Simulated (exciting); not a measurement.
Consider NaCl, space group Fm-3m.

```cif
data_structure
_symmetry_space_group_name_H-M 'P 1'
_symmetry_Int_Tables_number 1
_cell_length_a 3.9739
_cell_length_b 3.9739
_cell_length_c 3.9739
_cell_angle_alpha 60.000
_cell_angle_beta 60.000
_cell_angle_gamma 60.000
_cell_volume 44.38
loop_
_atom_site_label
_atom_site_type_symbol
_atom_site_fract_x
_atom_site_fract_y
_atom_site_fract_z
_atom_site_occupancy
Cl1 Cl 0.50000 0.50000 0.50000 1
Na2 Na 0.00000 0.00000 0.00000 1
```

Absorber: atom 1, with 6 Na at 2.81 Å (octahedral, site symmetry m-3m). Method: exciting, all-electron LAPW+lo, PBEsol, exchange and screened direct term (singlet BSE), 4×4×4 shifted k points, 18 conduction bands, |G+q| up to 3 bohr⁻¹ (2.5 in the exchange term), full RPA screening with nempty = 39, Lorentzian half width 0.45 eV.

The database entry behind the starting cell differs from later determinations by our own check (an axis about 0.4 % short against later determinations), so it need not match the best structure at ambient conditions.

**Question.** Predict the Cl L₂,₃ near-edge structure at this level.

Bound core exciton? Yes on this mesh: the first bright state (over 5 % of the brightest) lies at -1.36 eV from the Kohn–Sham onset and at -1.76 eV from the lowest bare transition of its own mesh. Maxima (height): 0.7 eV (0.95), 2.4 eV (0.84), 7.3 eV (0.86), 8.8 eV (1.00), 10.4 eV (0.84), 12.2 eV (0.70) and 16.1 eV (0.68); 3 lower ones aren't listed.

Energy from the Kohn–Sham onset, core level to the lowest empty state found on the meshes used; Im ε in relative units:

| E (eV) | Im ε |
| --- | --- |
| -4.5 | 0.02 |
| -4.0 | 0.03 |
| -3.5 | 0.03 |
| -3.0 | 0.04 |
| -2.5 | 0.06 |
| -2.0 | 0.10 |
| -1.5 | 0.21 |
| -1.0 | 0.20 |
| -0.5 | 0.23 |
| 0.0 | 0.43 |
| 0.5 | 0.87 |
| 1.0 | 0.81 |
| 1.5 | 0.60 |
| 2.0 | 0.68 |
| 2.5 | 0.84 |
| 3.0 | 0.74 |
| 3.5 | 0.65 |
| 4.0 | 0.60 |
| 4.5 | 0.64 |
| 5.0 | 0.64 |
| 5.5 | 0.59 |
| 6.0 | 0.62 |
| 6.5 | 0.75 |
| 7.0 | 0.84 |
| 7.5 | 0.86 |
| 8.0 | 0.84 |
| 8.5 | 0.94 |
| 9.0 | 0.98 |
| 9.5 | 0.86 |
| 10.0 | 0.83 |
| 10.5 | 0.84 |
| 11.0 | 0.73 |
| 11.5 | 0.68 |
| 12.0 | 0.70 |
| 12.5 | 0.69 |
| 13.0 | 0.64 |
| 13.5 | 0.61 |
| 14.0 | 0.60 |
| 14.5 | 0.59 |
| 15.0 | 0.61 |
| 15.5 | 0.64 |
| 16.0 | 0.68 |
| 16.5 | 0.65 |
| 17.0 | 0.61 |
| 17.5 | 0.62 |
| 18.0 | 0.60 |
| 18.5 | 0.53 |
| 19.0 | 0.49 |

With 64 k points the binding energies are rough, and fine structure above the first lines is partly noise of the mesh. Exchange and the short-range direct term aren't converged in the kernel cutoff. The zero comes from the unshifted 4×4×4 ground-state mesh; it is exact only where the band minimum lies on that mesh. The conduction states carry no spin here, so the exchange coupling to the spinor core hole is only partly held. The Kohn–Sham onset, 187 eV, is no photon energy: the scale needs a rigid shift. No quasiparticle correction widens the gap or stretches the bands. Vibrations and energy-dependent lifetimes are left out. The structure is a published determination, not relaxed.

[Banner, clock and machine lines of the logs are left out without a mark of their own.]

[Logs are printed without paths, hosts, clocks, repeated set-up lines and the standing remarks that a program may print on its own settings, such as how far it seeks lower states.]

[Hosts, paths, dates, database ids (printed as entryN), source tags and the programs' standing remarks are cut or masked in the printed files.]
